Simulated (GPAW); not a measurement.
## How NaCl absorbs and reflects light

Aim: the dielectric function of NaCl, and the optical constants that follow from it. The cell comes from an older database entry, whose edges can differ from later determinations, mostly by under a per cent.

Calculated with GPAW 26.7.0; DFT, PBE, plane-wave PAW (GPAW data sets), scalar-relativistic, RPA, optical limit.

Most raw output is cut from this account.

The database entry behind the starting cell differs from later determinations by our own check (an axis about 0.4 % short against later determinations), so it need not match the best structure at ambient conditions.

## (1) Starting point

The structure is cubic, space group Fm-3m (No. 225). The conventional cell has a = 5.620 Å, b = 5.620 Å, c = 5.620 Å, α = 90.00°, β = 90.00°, γ = 90.00°. Cl has 6 Na at 2.81 Å nearest. Na has 6 Cl at 2.81 Å nearest. Farther neighbours and most contacts between anions are not listed.

Structure file:

```
Cl Na
1.0
     0.00000    2.81000    2.81000
     2.81000    0.00000    2.81000
     2.81000    2.81000    0.00000
Cl Na
1 1
Cartesian
  2.8100 2.8100 2.8100
  0.0000 0.0000 0.0000
```

## (2) Ground state

The self-consistent density comes first; it also tells whether there is a gap, which decides the occupations and the need for a Drude term.

This step: DFT, PBE, plane-wave PAW (GPAW data sets), scalar-relativistic, ground state (GPAW 26.7.0).

File gs.py:

```python
from ase import Atoms
from ase.dft.bandgap import bandgap
from gpaw import GPAW, PW, FermiDirac

atoms = Atoms(['Cl', 'Na'],
              cell=[[0.000000000000, 2.810000000000, 2.810000000000],
                    [2.810000000000, 0.000000000000, 2.810000000000],
                    [2.810000000000, 2.810000000000, 0.000000000000]],
              scaled_positions=[[0.500000000000, 0.500000000000, 0.500000000000],
                                [0.000000000000, 0.000000000000, 0.000000000000]],
              pbc=[True, True, True])
atoms.calc = GPAW(mode=PW(500), xc='PBE', kpts={'size': (7, 7, 7), 'gamma': True},
                  occupations=FermiDirac(0.05), maxiter=150, txt='gs.txt')
print('energy (eV)', atoms.get_potential_energy())
print('Fermi level (eV)', atoms.calc.get_fermi_level())
print('valence electrons', atoms.calc.get_number_of_electrons())
print('gap (eV)', bandgap(atoms.calc, output=None)[0])
print('direct gap (eV)', bandgap(atoms.calc, direct=True, output=None)[0])
atoms.calc.write('gs.gpw')
```

On the command line:

```bash
> OMP_NUM_THREADS=1 python gs.py
```

Run time: 6.6 s. Hardware: 1 thread of Arm Neoverse V1, shared host; peak memory 0.13 GiB.

This step gave:

| Property | Result |
| --- | --- |
| energy | -6.757 eV |
| Fermi energy | 1.589 eV |
| gap on the k-mesh | 5.158 eV |
| direct gap on the mesh | 5.158 eV |
| electrons | 14 |

There is a gap, 5.16 eV on this mesh (points off the mesh can give less), so no carriers' term is needed.

## (3) Bands for the response

The response needs many more empty bands than the density does.

This step: DFT, PBE, plane-wave PAW (GPAW data sets), scalar-relativistic, bands at fixed density (GPAW 26.7.0).

File nscf.py:

```python
from ase.dft.bandgap import bandgap
from gpaw import GPAW, FermiDirac

calc = GPAW('gs.gpw').fixed_density(kpts={'size': (11, 11, 11), 'gamma': True}, nbands=37, convergence={'bands': 31},
                                    occupations=FermiDirac(0.001), txt='nscf.txt')
print('gap (eV)', bandgap(calc, output=None)[0])
print('direct gap (eV)', bandgap(calc, direct=True, output=None)[0])
print('top band over the Fermi level (eV)', min(calc.get_eigenvalues(kpt=k)[30] for k in range(len(calc.get_ibz_k_points()))) - calc.get_fermi_level())
calc.write('full.gpw', mode='all')
```

On the command line:

```bash
> OMP_NUM_THREADS=1 python nscf.py
```

Run time: 53 s. Hardware: 1 thread; peak memory 0.19 GiB.

## (4) Dielectric function, RPA

Local fields let the induced charge screen the field inside the cell, which as a rule lowers ε, most along directions where the density is uneven.

This step: DFT, PBE, plane-wave PAW (GPAW data sets), scalar-relativistic, RPA, optical limit (GPAW 26.7.0).

File df.py:

```python
from gpaw.response.df import DielectricFunction

df = DielectricFunction('full.gpw', frequencies={'type': 'nonlinear', 'domega0': 0.03, 'omega2': 8},
                        ecut=60,
                        eta=0.1,
                        nbands=31,
                        txt='df.txt')
for direction in ['x']:
    df.get_dielectric_function(xc='RPA', direction=direction, filename=f'df_{direction}.csv')
```

On the command line:

```bash
> OMP_NUM_THREADS=1 python df.py
```

Wall time 8.8 s (1 thread); peak memory 0.27 GiB.

This step gave:

```
electronic dielectric constant ε∞, mean over x, y and z (by symmetry where fewer were run) : 2.318
main peak of Im epsilon, first axis                                                        : 8.848 eV
```

Some rows of df_x.csv (energy; Re and Im without local fields; Re and Im with them):

```text
0.000000, 2.729213, -0.000000, 2.318016, -0.000000
0.555532, 2.735227, 0.002176, 2.322410, 0.001591
1.143969, 2.755096, 0.004617, 2.336945, 0.003380
1.768324, 2.792811, 0.007552, 2.364603, 0.005548
2.431988, 2.855087, 0.011394, 2.410484, 0.008421
3.138794, 2.954155, 0.017031, 2.484082, 0.012725
3.893091, 3.115884, 0.026946, 2.606169, 0.020578
4.699832, 3.418423, 0.054803, 2.843263, 0.044339
5.564682, 3.812468, 0.598781, 3.133831, 0.556007
6.494155, 4.329582, 0.632356, 3.419236, 0.538337
7.495775, 4.947589, 2.486271, 3.791503, 1.925271
8.578281, 3.254188, 3.806064, 2.134578, 2.860328
9.751884, 1.721357, 3.652824, 1.277314, 1.779095
11.028587, 0.234267, 4.150280, 1.430662, 2.150235
12.422601, -0.993311, 2.020381, 0.265407, 1.903259
13.950874, -0.527889, 1.043669, 0.264025, 1.507234
15.633783, 0.336765, 0.789298, 0.534252, 0.570577
17.496047, 0.247458, 0.770736, 0.716803, 0.587002
19.567954, 0.289949, 0.387370, 0.592950, 0.448902
```

The Im ε, E ∥ x has structure finer than the step of the table below, so its rows give means over 0.5 eV, whole bins alone (the curve runs from 0 to 21.9 eV). Peaks (eV: height): 6.18: 1.12, 6.93: 1.36, 8.52: 3.08, 8.83: 3.44, 11.48: 2.53.

Values under the direct gap are tails of Lorentzian lines. Im ε, E ∥ x against photon energy; means over each step:

photon energy (eV), Im ε, E ∥ x and a bar:
```
      0.5       0.00 
      1.0       0.00 
      1.5       0.00 
      2.0       0.01 
      2.5       0.01 
      3.0       0.01 
      3.5       0.02 
      4.0       0.02 
      4.5       0.04 
      5.0       0.10 #
      5.5       0.43 #####
      6.0       0.71 #######
      6.5       0.75 ########
      7.0       1.10 ###########
      7.5       1.79 ###################
      8.0       2.26 ########################
      8.5       2.88 ##############################
      9.0       2.86 ##############################
      9.5       1.83 ###################
     10.0       1.63 #################
     10.5       1.81 ###################
     11.0       2.13 ######################
     11.5       2.38 #########################
     12.0       2.03 #####################
     12.5       1.71 ##################
     13.0       1.40 ###############
     13.5       1.44 ###############
     14.0       1.37 ##############
     14.5       0.90 #########
     15.0       1.04 ###########
     15.5       0.64 #######
     16.0       0.78 ########
     16.5       0.67 #######
     17.0       0.59 ######
     17.5       0.62 ######
     18.0       0.58 ######
     18.5       0.67 #######
     19.0       0.73 ########
     19.5       0.52 #####
     20.0       0.56 ######
     20.5       0.53 ######
     21.0       0.55 ######
     21.5       0.51 #####
```

Re ε, E ∥ x against photon energy:

photon energy (eV), Re ε, E ∥ x and a bar:
```
        0       2.32 ####################
        1       2.33 #####################
        2       2.38 #####################
        3       2.47 ######################
        4       2.63 #######################
        5       3.01 ###########################
        6       3.30 ##############################
        7       3.01 ###########################
        8       3.01 ###########################
        9       1.04 ########
       10       1.55 #############
       11       1.46 ############
       12       0.57 ####
       13       0.42 ##
       14       0.21 
       15       0.50 ###
       16       0.67 ####
       17       0.63 ####
       18       0.66 ####
       19       0.54 ###
       20       0.70 #####
       21       0.63 ####
```

The Im ε, E ∥ x has structure finer than the step of the table below, so its rows give means over 0.5 eV, whole bins alone (the curve runs from 0 to 21.9 eV). Peaks (eV: height): without local fields 6.18: 1.23, 8.83: 5.04, 9.62: 4.01, 10.88: 4.53; with local fields 6.18: 1.12, 6.93: 1.36, 8.52: 3.08, 8.83: 3.44, 11.48: 2.53.

Values under the direct gap are tails of Lorentzian lines. Table of Im ε, E ∥ x by photon energy; means over each step:

```tsv
photon energy (eV)	without local fields	with local fields
0.5	0.00196	0.00143
1.0	0.00401	0.00293
1.5	0.00625	0.00458
2.0	0.00881	0.00648
2.5	0.0119	0.00879
3.0	0.0158	0.0118
3.5	0.0211	0.0159
4.0	0.0292	0.0225
4.5	0.0447	0.0355
5.0	0.118	0.103
5.5	0.472	0.434
6.0	0.787	0.710
6.5	0.863	0.752
7.0	1.29	1.10
7.5	2.29	1.79
8.0	2.96	2.26
8.5	3.99	2.88
9.0	4.21	2.86
9.5	3.55	1.83
10.0	3.68	1.63
10.5	4.17	1.81
11.0	4.25	2.13
11.5	3.64	2.38
12.0	2.67	2.03
12.5	2.03	1.71
13.0	1.76	1.40
13.5	1.39	1.44
14.0	1.02	1.37
14.5	0.890	0.905
15.0	0.953	1.04
15.5	0.691	0.636
16.0	0.930	0.783
16.5	0.618	0.674
17.0	0.728	0.592
17.5	0.714	0.620
18.0	0.637	0.579
18.5	0.677	0.670
19.0	0.452	0.726
19.5	0.371	0.524
20.0	0.391	0.556
20.5	0.304	0.531
21.0	0.270	0.546
21.5	0.221	0.509
```

Table of refractive index n and extinction k by photon energy:

```tsv
photon energy (eV)	n	k
0.0	1.52	0
0.5	1.52	4.7e-4
1.0	1.53	9.6e-4
1.5	1.53	0.00149
2.0	1.54	0.00210
2.5	1.55	0.00282
3.0	1.57	0.00373
3.5	1.59	0.00498
4.0	1.62	0.00686
4.5	1.66	0.0104
5.0	1.74	0.0253
5.5	1.80	0.152
6.0	1.82	0.168
6.5	1.86	0.149
7.0	1.77	0.337
7.5	2.00	0.484
8.0	1.83	0.583
8.5	1.78	0.862
9.0	1.45	1.03
9.5	1.35	0.647
10.0	1.37	0.576
10.5	1.43	0.620
11.0	1.43	0.761
11.5	1.40	0.905
12.0	1.16	0.875
12.5	0.975	0.871
13.0	0.951	0.695
13.5	1.03	0.708
14.0	0.909	0.786
14.5	0.800	0.553
15.0	0.924	0.598
15.5	0.727	0.388
16.0	0.916	0.417
16.5	0.767	0.424
17.0	0.863	0.341
17.5	0.907	0.325
18.0	0.873	0.326
18.5	0.964	0.337
19.0	0.839	0.403
19.5	0.787	0.297
20.0	0.890	0.303
20.5	0.827	0.307
21.0	0.861	0.338
21.5	0.818	0.319
```

The reflectivity at normal incidence, E ∥ x has structure finer than the step of the table below, so its rows give means over 0.5 eV, whole bins alone (the curve runs from 0 to 21.9 eV). Peaks (eV: height): 6.71: 10.4, 8.52: 16.0, 8.89: 18.5, 11.56: 15.6, 12.42: 16.6, 14.22: 16.2, 15.25: 15.4.

The reflectivity at normal incidence, E ∥ x by photon energy; means over each step:

photon energy (eV), reflectivity at normal incidence, E ∥ x (%) and a bar from the least value:
```
      0.5        4.3 ##
      1.0        4.4 ###
      1.5        4.4 ###
      2.0        4.6 ###
      2.5        4.7 ###
      3.0        4.9 ####
      3.5        5.2 #####
      4.0        5.6 #####
      4.5        6.2 #######
      5.0        7.2 #########
      5.5        8.2 ###########
      6.0        8.8 #############
      6.5        9.1 #############
      7.0        9.8 ###############
      7.5       12.7 #####################
      8.0       13.0 ######################
      8.5       15.2 ###########################
      9.0       16.6 ##############################
      9.5       10.0 ###############
     10.0        8.3 ###########
     10.5        9.3 ##############
     11.0       11.4 ##################
     11.5       14.2 #########################
     12.0       14.5 #########################
     12.5       14.4 #########################
     13.0       11.2 ##################
     13.5       11.0 #################
     14.0       14.1 ########################
     14.5       10.5 ################
     15.0        9.7 ###############
     15.5        8.6 ############
     16.0        5.4 #####
     16.5        6.8 ########
     17.0        3.9 ##
     17.5        3.7 #
     18.0        3.5 #
     18.5        3.2 
     19.0        5.4 #####
     19.5        4.3 ###
     20.0        3.2 
     20.5        3.7 #
     21.0        3.6 #
     21.5        3.7 #
```

Optical constants at common wavelengths, from n + ik = √ε:

```tsv
wavelength (nm)	n	k	R (%)	1/α
800	1.53	0.002	4.4	41 µm
633	1.54	0.002	4.5	25 µm
532	1.55	0.003	4.7	17 µm
450	1.56	0.003	4.8	11 µm
405	1.57	0.004	5.0	8.3 µm
308	1.62	0.007	5.6	3.5 µm
248	1.74	0.025	7.2	782 nm
```

Below the direct gap, k and the depth come from the tails of the Lorentzian lines, not from transitions.

Rows near the edge hang on the gap, which this functional as a rule makes too small, and phonon-assisted absorption is left out.

## (5) Summary of results

```yaml
electronic_dielectric_constant_eps_infinity_mean_over_x_y_and_z_by_symmetry_where_fewer_were_run_rpa: 2.32
main_peak_of_im_epsilon_first_axis: 8.85 eV
```

**Reading.** At this level (PBE, RPA) NaCl has ε∞ = 2.32 and n = 1.53 at 1550 nm, and Im ε peaks at 8.8 eV. On the mesh the gap is 5.16 eV and the least direct gap 5.16 eV. Local fields change the static value along x from 2.73 to 2.32 (-15 %). Distinct maxima of Im ε, read by a parabola through the highest points, lie at 7.82 eV (2.3), 8.49 eV (3.1), 8.85 eV (3.5) and 11.52 eV (2.5). Excitons and phonon-assisted transitions are missing; PBE gaps are as a rule too small, which pulls the onset down and ε∞ up. The sum runs over mesh points, so small or evenly spaced maxima can still be ripples of the mesh.

[Machine, clock and banner lines and Python warnings are left out of the logs.]

[Logs are printed without paths, hosts, clocks, repeated set-up lines and the standing remarks that a program may print on its own settings, such as how far it seeks lower states.]

[Hosts, paths, dates, database ids (printed as entryN), source tags and the programs' standing remarks are cut or masked in the printed files.]
